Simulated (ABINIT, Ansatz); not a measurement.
# How the form of the self-energy moves the gap of Rb2LiAlF6 (Fm-3m)

Aim: compare treatments of exchange, screening and correlation for the gap of Rb2LiAlF6 (Fm-3m).

Program: ABINIT 10.8.3. Level of theory: PBEsol and many-body steps on it, plane waves. Results are calculated unless marked as measured.

### Step 1. Starting point

Symmetry: Fm-3m, No. 225, cubic system. Conventional cell: a = 8.228 Å, b = 8.228 Å, c = 8.228 Å, α = 90.00°, β = 90.00°, γ = 90.00°. Rb has 12 F at 2.92 Å nearest. Li has 6 F at 2.26 Å nearest. Nearest to Al lie 6 F at 1.86 Å. Nearest to F lie 1 Al at 1.86 Å and 1 Li at 2.26 Å and 4 Rb at 2.92 Å. Farther neighbours and most contacts between anions are not listed.

The cell and positions are those that the Materials Project relaxed with its own functionals (PBE, PBE+U or r2SCAN), kept fixed.

### Step 2. Empty states on the mesh, 2×2×2 mesh, 283 bands

This step: ABINIT 10.8.3; DFT, PBEsol, plane waves, norm-conserving pseudopotentials.

The sums over transitions need many empty states on a uniform mesh; this step solves for them.

Input file run.abi:

```
acell 3*1.0 Angstrom
rprim 
  0.000000000000 4.113943000000 4.113943000000
  4.113943000000 0.000000000000 4.113943000000
  4.113943000000 4.113943000000 -0.000000000000
ntypat 4
znucl 37 3 13 9
natom 10
typat 1 1 2 3 4 4 4 4 4 4
xred 
  0.750000000000 0.750000000000 0.750000000000
  0.250000000000 0.250000000000 0.250000000000
  0.500000000000 0.500000000000 0.500000000000
  0.000000000000 0.000000000000 0.000000000000
  0.774175000000 0.225825000000 0.225825000000
  0.225825000000 0.225825000000 0.774175000000
  0.225825000000 0.774175000000 0.774175000000
  0.225825000000 0.774175000000 0.225825000000
  0.774175000000 0.225825000000 0.774175000000
  0.774175000000 0.774175000000 0.225825000000
pp_dirpath "pseudos"
pseudos "Rb.upf, Li.upf, Al.upf, F.upf"
ecut 36
ngkpt 2 2 2
nshiftk 1
shiftk 0 0 0
kptopt 1
chksymbreak 0
iscf -2
irdden 1
istwfk *1
nband 283
nbdbuf 24
tolwfr 1e-09
nstep 60
prtvol 0
indata_prefix "in"
outdata_prefix "out"
tmpdata_prefix "tmp"
```

Run with:

```sh
$ OMP_NUM_THREADS=1 mpirun -n 4 abinit run.abi > log
```

Numbers of over 12 decimals in the logs are rounded to 6 here.

Log:

```text
.Version 10.8.3 of ABINIT. v10.8.2 released Aug 2026.

 Symmetries : space group Fm -3 m (#225); Bravais cF (face-center cubic)
[... echo of the input left out ...]
== DATASET  1 ==================================================================
-   mpi_nproc: 4, omp_nthreads: 1 (-1 if OMP is not activated)
-    --> not optimal distribution: autoparal keyword recommended in input file <--

--- !DatasetInfo
iteration_state: {dtset: 1, }
dimensions: {natom: 10, nkpt: 3, mband: 283, nsppol: 1, nspinor: 1, nspden: 1, mpw: 9756, }
cutoff_energies: {ecut:  36.0, pawecutdg:  -1.0, }
[...]
2.82779    2.82779    2.82779    2.83981    2.90779    2.90779    2.90780    2.93367
   2.93367    2.93369    2.96251    2.96266    2.99327    2.99793    2.99910    3.00223
   3.03684    3.04035    3.04255
 prteigrs : prtvol=0 or 1, do not print more k-points.

== END DATASET(S) ==============================================================
================================================================================

 -outvars: echo values of variables after computation  --------
            nband         283
             nkpt           3
          spgroup         225
 [... the other variables as echoed above ...]

 Calculation completed.
```

Elapsed: 3.2 min, on 4 MPI ranks of Arm Neoverse V1, shared host; peak memory 0.49 GiB.

Numbers from this step:

| Quantity | Value |
| --- | --- |
| gap | 7.106 eV |
| k of the valence top | 0, 0, 0 |
| k of the conduction bottom | 0, 0, 0 |
| least direct gap | 7.106 eV |
| k points computed | 3 |
| lowest point of the top converged band, above the valence top | 76.0221 eV |

On this mesh the gap is 7.106 eV.

The density comes from a self-consistent run that is not shown.

### Step 3. Screening, 2×2×2 mesh, 125 bands, screening to 114.3 eV

The RPA dielectric matrix is built and inverted for each q.

This step: RPA screening on PBEsol, plane waves, norm-conserving pseudopotentials.

Edit run.abi of step 2 so:

```diff
@@ -28,10 +28,11 @@
 chksymbreak 0
-iscf -2
-irdden 1
 istwfk *1
-nband 283
-nbdbuf 24
-tolwfr 1e-09
-nstep 60
-prtvol 0
+occopt 1
+irdwfk 1
+optdriver 3
+nband 125
+ecuteps 4.2
+inclvkb 2
+awtr 1
+symchi 1
 indata_prefix "in"
```

Log:

```text
.Version 10.8.3 of ABINIT. v10.8.2 released Aug 2026.

 Symmetries : space group Fm -3 m (#225); Bravais cF (face-center cubic)
[... echo of the input left out ...]
== DATASET  1 ==================================================================
-   mpi_nproc: 4, omp_nthreads: 1 (-1 if OMP is not activated)

--- !DatasetInfo
iteration_state: {dtset: 1, }
dimensions: {natom: 10, nkpt: 3, mband: 125, nsppol: 1, nspinor: 1, nspden: 1, mpw: 9756, }
cutoff_energies: {ecut:  36.0, pawecutdg:  -1.0, }
electrons: {nelect:   6.60000000E+01, charge:   0.00000000E+00, occopt:   1.00000000E+00, tsmear:   1.00000000E-02, }

 SCREENING: Calculation of the susceptibility and dielectric matrices

 Based on a program developped by R.W. Godby, V. Olevano, G. Onida, and L. Reining.
 Incorporated in ABINIT by V. Olevano, G.-M. Rignanese, and M. Torrent.
.Using double precision arithmetic ; gwpc =  8

[... cell and pseudopotentials left out ...]
--------------------------------------------------------------------------------

 ==== K-mesh for the wavefunctions ====
 Number of points in the irreducible wedge :     3
[... list of points left out ...]
 Together with 48 symmetry operations and time-reversal symmetry
 yields     8 points in the full Brillouin Zone.

 ==== Q-mesh for the screening function ====
 Number of points in the irreducible wedge :     3
[... list of points left out ...]
 Together with 48 symmetry operations and time-reversal symmetry
 yields     8 points in the full Brillouin Zone.

 setmesh: FFT mesh size selected  =    40x   40x   40
          total number of points  =        64000

 vcoul_init : cutoff-mode = AUXILIARY_FUNCTION
 q-points for optical limit:   1
     1)      0.000010    0.000020    0.000030

- screening: taking advantage of time-reversal symmetry
- Maximum band index for partially occupied states nbvw = 33
- Remaining bands to be divided among processors   nbcw = 92
- Number of bands treated by each node ~23

 Number of electrons calculated from density =   66.0000; Expected =   66.0000
 average of density, n =  0.070233
 r_s =    1.5036
 omega_plasma =   25.5639 [eV]

 calculating chi0 at frequencies [eV] :
  1    0.000000E+00    0.000000E+00
  2    0.000000E+00    2.556389E+01

--------------------------------------------------------------------------------
  q-point number  1        q = ( 0.000000, 0.000000, 0.000000) [r.l.u.]
--------------------------------------------------------------------------------
[... chi0 elements left out ...]
 For q-point:  0.000010 0.000020 0.000030
  dielectric constant =   2.0799
  dielectric constant without local fields =   2.2595

  Average fulfillment of the sum rule on Im[epsilon] for q-point    1 :     42.13  [%]
[... wings left out ...]
  q-point number  2        q = ( 0.500000, 0.000000, 0.000000) [r.l.u.]
--------------------------------------------------------------------------------
[... chi0 elements left out ...]
  Average fulfillment of the sum rule on Im[epsilon] for q-point    2 :     48.11  [%]

 [... 1 further q-points ...]
```

The job ended after 38 s (4 MPI ranks; peak memory 1.6 GiB; 2.5 min of CPU time).

This step gave:

| Item | Value |
| --- | --- |
| ε∞ with local fields, on this mesh, along the program's q direction | 2.080 |
| the same without local fields | 2.260 |
| plasma frequency | 25.56 eV |
| plane waves in the screening matrix | 387 |

Local fields lower ε∞ by 8 %. On a Γ-centred mesh this coarse the value itself is usually too large, while a short band sum pulls it down.

### Step 4. G0W0, Godby-Needs plasmon pole

The self-energy is evaluated for the states that the input lists, and the levels follow from it, in one-shot runs by the linearised quasiparticle equation.

This step: G0W0 on PBEsol, plane waves, norm-conserving pseudopotentials.

Edit run.abi of step 3 so:

```diff
@@ -31,8 +31,15 @@
 irdwfk 1
-optdriver 3
+optdriver 4
 nband 125
+gwcalctyp 0
+ecutsigx 36
+symsigma 1
+nkptgw 1
+kptgw 
+  0.0000000000 0.0000000000 0.0000000000
+bdgw 
+  31 37
 ecuteps 4.2
-inclvkb 2
-awtr 1
-symchi 1
+irdscr 1
+ppmodel 1
 indata_prefix "in"
```

Log:

```text
.Version 10.8.3 of ABINIT. v10.8.2 released Aug 2026.

 Symmetries : space group Fm -3 m (#225); Bravais cF (face-center cubic)
[... echo of the input left out ...]
== DATASET  1 ==================================================================
-   mpi_nproc: 4, omp_nthreads: 1 (-1 if OMP is not activated)

--- !DatasetInfo
iteration_state: {dtset: 1, }
dimensions: {natom: 10, nkpt: 3, mband: 125, nsppol: 1, nspinor: 1, nspden: 1, mpw: 9756, }
cutoff_energies: {ecut:  36.0, pawecutdg:  -1.0, }
electrons: {nelect:   6.60000000E+01, charge:   0.00000000E+00, occopt:   1.00000000E+00, tsmear:   1.00000000E-02, }

 SIGMA: Calculation of the GW corrections

 Based on a program developped by R.W. Godby, V. Olevano, G. Onida, and L. Reining.
 Incorporated in ABINIT by V. Olevano, G.-M. Rignanese, and M. Torrent.
.Using double precision arithmetic ; gwpc =  8

[... cell and pseudopotentials left out ...]
--------------------------------------------------------------------------------

 ==== K-mesh for the wavefunctions ====
 Number of points in the irreducible wedge :     3
[... list of points left out ...]
 Together with 48 symmetry operations and time-reversal symmetry
 yields     8 points in the full Brillouin Zone.

 ==== Q-mesh for screening function ====
 Number of points in the irreducible wedge :     3
[... list of points left out ...]
 Together with 48 symmetry operations and time-reversal symmetry
 yields     8 points in the full Brillouin Zone.

 vcoul_init : cutoff-mode = AUXILIARY_FUNCTION
 q-points for optical limit:   1
     1)      0.000010    0.000020    0.000030
 setmesh: FFT mesh size selected  =    60x   60x   60
          total number of points  =       216000

 Number of electrons calculated from density =   66.0000; Expected =   66.0000
 average of density, n =  0.070233
 r_s =    1.5036
 omega_plasma =   25.5639 [eV]

 === KS Band Gaps ===
  >>>> For spin  1
   Minimum direct gap =   7.1057 [eV], located at k-point      :   0.0000  0.0000  0.0000
   Fundamental gap    =   7.1057 [eV], Top of valence bands at :   0.0000  0.0000  0.0000
                                       Bottom of conduction at :   0.0000  0.0000  0.0000
 SIGMA fundamental parameters:
 PLASMON POLE MODEL  1
 number of plane-waves for SigmaX                 9721
 number of plane-waves for SigmaC and W            387
 number of plane-waves for wavefunctions          9721
 number of bands                                   125
 number of independent spin polarizations            1
 number of spinorial components                      1
 number of k-points in IBZ                           3
 number of q-points in IBZ                           3
 number of symmetry operations                      48
 number of k-points in BZ                            8
 number of q-points in BZ                            8
 number of frequencies for dSigma/dE                 9
 frequency step for dSigma/dE [eV]                0.25
 number of omega for Sigma on real axis              0
 max omega for Sigma on real axis  [eV]           0.00
 zcut for avoiding poles [eV]                     0.10

 EPSILON^-1 parameters (SCR file):
 dimension of the eps^-1 matrix on file            387
 dimension of the eps^-1 matrix used               387
 number of plane-waves for wavefunctions          9721
 number of bands                                   125
 number of q-points in IBZ                           3
 number of frequencies                               2
 number of real frequencies                          1
 number of imag frequencies                          1

 matrix elements of self-energy operator (all in [eV])

 Perturbative Calculation

--- !SelfEnergy_ee
iteration_state: {dtset: 1, }
kpoint     : [   0.000,    0.000,    0.000, ]
spin       : 1
KS_gap     :    7.106
QP_gap     :   10.911
Delta_QP_KS:    3.805
data: !SigmaeeData |
     Band     E0 <VxcDFT>   SigX SigC(E0)      Z dSigC/dE  Sig(E)    E-E0       E
       31  -0.981 -22.664 -30.111   5.119   0.821  -0.218 -24.575  -1.911  -2.892
       32  -0.981 -22.664 -30.111   5.119   0.821  -0.218 -24.575  -1.911  -2.892
       33  -0.981 -22.664 -30.111   5.119   0.821  -0.218 -24.575  -1.911  -2.892
       34   6.125 -10.242  -5.547  -2.582   0.897  -0.115  -8.348   1.894   8.019
       35   8.752  -9.683  -4.677  -2.533   0.899  -0.113  -7.461   2.223  10.975
       36   8.752  -9.683  -4.677  -2.533   0.899  -0.113  -7.461   2.223  10.975
       37   8.752  -9.683  -4.677  -2.533   0.899  -0.113  -7.461   2.223  10.975

== END DATASET(S) ==============================================================
================================================================================

 -outvars: echo values of variables after computation  --------
           etotal      0.0000000000E+00
            nband         125
             nkpt           3
          spgroup         225
 [... the other variables as echoed above ...]

 Calculation completed.
```

The job ended after 10 s (4 MPI ranks; peak memory 1.1 GiB; 40 s of CPU time).

Numbers from this step:

```yaml
g0w0_gap_on_the_points_computed: 10.91 eV
starting_gap_on_the_mesh: 7.106 eV
k_of_the_valence_top: 0, 0, 0
k_of_the_conduction_bottom: 0, 0, 0
z_at_the_valence_top: 0.821
z_at_the_conduction_bottom: 0.897
least_direct_g0w0_gap_on_the_computed_points: 10.91 eV
```

The gap on the mesh goes from 7.11 eV to 10.91 eV, a correction of +3.81 eV.

### Step 5. G0W0, Engel-Farid plasmon pole

Edit run.abi of step 4 so:

```diff
@@ -43,3 +43,3 @@
 irdscr 1
-ppmodel 1
+ppmodel 4
 indata_prefix "in"
```

Log:

```text
.Version 10.8.3 of ABINIT. v10.8.2 released Aug 2026.

 Symmetries : space group Fm -3 m (#225); Bravais cF (face-center cubic)
[... echo of the input left out ...]
== DATASET  1 ==================================================================
-   mpi_nproc: 4, omp_nthreads: 1 (-1 if OMP is not activated)

--- !DatasetInfo
iteration_state: {dtset: 1, }
dimensions: {natom: 10, nkpt: 3, mband: 125, nsppol: 1, nspinor: 1, nspden: 1, mpw: 9756, }
cutoff_energies: {ecut:  36.0, pawecutdg:  -1.0, }
electrons: {nelect:   6.60000000E+01, charge:   0.00000000E+00, occopt:   1.00000000E+00, tsmear:   1.00000000E-02, }

 SIGMA: Calculation of the GW corrections

 Based on a program developped by R.W. Godby, V. Olevano, G. Onida, and L. Reining.
 Incorporated in ABINIT by V. Olevano, G.-M. Rignanese, and M. Torrent.
.Using double precision arithmetic ; gwpc =  8

[... cell and pseudopotentials left out ...]
--------------------------------------------------------------------------------

 ==== K-mesh for the wavefunctions ====
 Number of points in the irreducible wedge :     3
[... list of points left out ...]
 Together with 48 symmetry operations and time-reversal symmetry
 yields     8 points in the full Brillouin Zone.

 ==== Q-mesh for screening function ====
 Number of points in the irreducible wedge :     3
[... list of points left out ...]
 Together with 48 symmetry operations and time-reversal symmetry
 yields     8 points in the full Brillouin Zone.

 vcoul_init : cutoff-mode = AUXILIARY_FUNCTION
 q-points for optical limit:   1
     1)      0.000010    0.000020    0.000030
 setmesh: FFT mesh size selected  =    60x   60x   60
          total number of points  =       216000

 Number of electrons calculated from density =   66.0000; Expected =   66.0000
[...]
number of q-points in BZ                            8
 number of frequencies for dSigma/dE                 9
 frequency step for dSigma/dE [eV]                0.25
 number of omega for Sigma on real axis              0
 max omega for Sigma on real axis  [eV]           0.00
 zcut for avoiding poles [eV]                     0.10

 EPSILON^-1 parameters (SCR file):
 dimension of the eps^-1 matrix on file            387
 dimension of the eps^-1 matrix used               387
 number of plane-waves for wavefunctions          9721
 number of bands                                   125
 number of q-points in IBZ                           3
 number of frequencies                               2
 number of real frequencies                          1
 number of imag frequencies                          1

 matrix elements of self-energy operator (all in [eV])

 Perturbative Calculation

--- !SelfEnergy_ee
iteration_state: {dtset: 1, }
kpoint     : [   0.000,    0.000,    0.000, ]
spin       : 1
KS_gap     :    7.106
QP_gap     :   10.885
Delta_QP_KS:    3.779
data: !SigmaeeData |
     Band     E0 <VxcDFT>   SigX SigC(E0)      Z dSigC/dE  Sig(E)    E-E0       E
       31  -0.981 -22.664 -30.111   5.136   0.835  -0.198 -24.593  -1.928  -2.909
       32  -0.981 -22.664 -30.111   5.136   0.835  -0.198 -24.593  -1.928  -2.909
       33  -0.981 -22.664 -30.111   5.136   0.835  -0.198 -24.593  -1.928  -2.909
       34   6.125 -10.242  -5.547  -2.651   0.905  -0.105  -8.392   1.850   7.975
       35   8.752  -9.683  -4.677  -2.583   0.907  -0.102  -7.484   2.199  10.952
       36   8.752  -9.683  -4.677  -2.583   0.907  -0.102  -7.484   2.199  10.952
       37   8.752  -9.683  -4.677  -2.583   0.907  -0.102  -7.484   2.199  10.952

== END DATASET(S) ==============================================================
================================================================================

 -outvars: echo values of variables after computation  --------
           etotal      0.0000000000E+00
            nband         125
             nkpt           3
          spgroup         225
 [... the other variables as echoed above ...]

 Calculation completed.
```

The job ended after 7.6 s (4 MPI ranks; peak memory 1.1 GiB; 30 s of CPU time).

Numbers from this step:

| Quantity | Value |
| --- | --- |
| G0W0 gap on the points computed | 10.88 eV |
| starting gap on the mesh | 7.106 eV |
| k of the valence top | 0, 0, 0 |
| k of the conduction bottom | 0, 0, 0 |
| Z at the valence top | 0.835 |
| Z at the conduction bottom | 0.905 |
| least direct G0W0 gap on the computed points | 10.88 eV |

Against G0W0 in ABINIT (2×2×2 mesh, 125 bands, screening to 114.3 eV, Godby-Needs plasmon pole), the gap moves by −0.027 eV.

### Step 6. G0W0, von der Linden-Horsch plasmon pole

Edit run.abi of step 5 so:

```diff
@@ -43,3 +43,3 @@
 irdscr 1
-ppmodel 4
+ppmodel 3
 indata_prefix "in"
```

Log:

```text
.Version 10.8.3 of ABINIT. v10.8.2 released Aug 2026.

 Symmetries : space group Fm -3 m (#225); Bravais cF (face-center cubic)
[... echo of the input left out ...]
== DATASET  1 ==================================================================
-   mpi_nproc: 4, omp_nthreads: 1 (-1 if OMP is not activated)

--- !DatasetInfo
iteration_state: {dtset: 1, }
dimensions: {natom: 10, nkpt: 3, mband: 125, nsppol: 1, nspinor: 1, nspden: 1, mpw: 9756, }
cutoff_energies: {ecut:  36.0, pawecutdg:  -1.0, }
[...]
35   8.752  -9.683  -4.677  -2.671   0.939  -0.065  -7.489   2.194  10.946
       36   8.752  -9.683  -4.677  -2.671   0.939  -0.065  -7.489   2.194  10.946
       37   8.752  -9.683  -4.677  -2.671   0.939  -0.065  -7.489   2.194  10.946

== END DATASET(S) ==============================================================
================================================================================

 -outvars: echo values of variables after computation  --------
           etotal      0.0000000000E+00
            nband         125
             nkpt           3
          spgroup         225
 [... the other variables as echoed above ...]

 Calculation completed.
```

Elapsed: 7.6 s, on 4 MPI ranks; peak memory 1.1 GiB.

This step gave:

| Property | Result |
| --- | --- |
| G0W0 gap on the points computed | 11.07 eV |
| starting gap on the mesh | 7.106 eV |
| k of the valence top | 0, 0, 0 |
| k of the conduction bottom | 0, 0, 0 |
| least direct G0W0 gap on the computed points | 11.07 eV |

Against G0W0 in ABINIT (2×2×2 mesh, 125 bands, screening to 114.3 eV, Godby-Needs plasmon pole), the gap moves by +0.157 eV.

(Continued in part 2 of 2.)

[Paths, hosts, dates, memory and timing lines, banners, echoed tables and standing remarks are left out of the program output.]

[Logs are printed without paths, hosts, clocks, repeated set-up lines and the standing remarks that a program may print on its own settings, such as how far it seeks lower states.]

[Runs of the session that timed out or met a known fault of the program may be left out.]

[Hosts, paths, dates, database ids (printed as entryN), source tags and the programs' standing remarks are cut or masked in the printed files.]

[G0W0 gaps are taken among the corrected bands and points alone; a level outside them can change the order at an edge.]

[Where Ansatz stands beside ABINIT at settings called matched, ABINIT's density can come from a denser mesh and the files from another edition; pairs whose starting gaps differed by over 0.03 eV were left out, so agreement reads better than it is.]
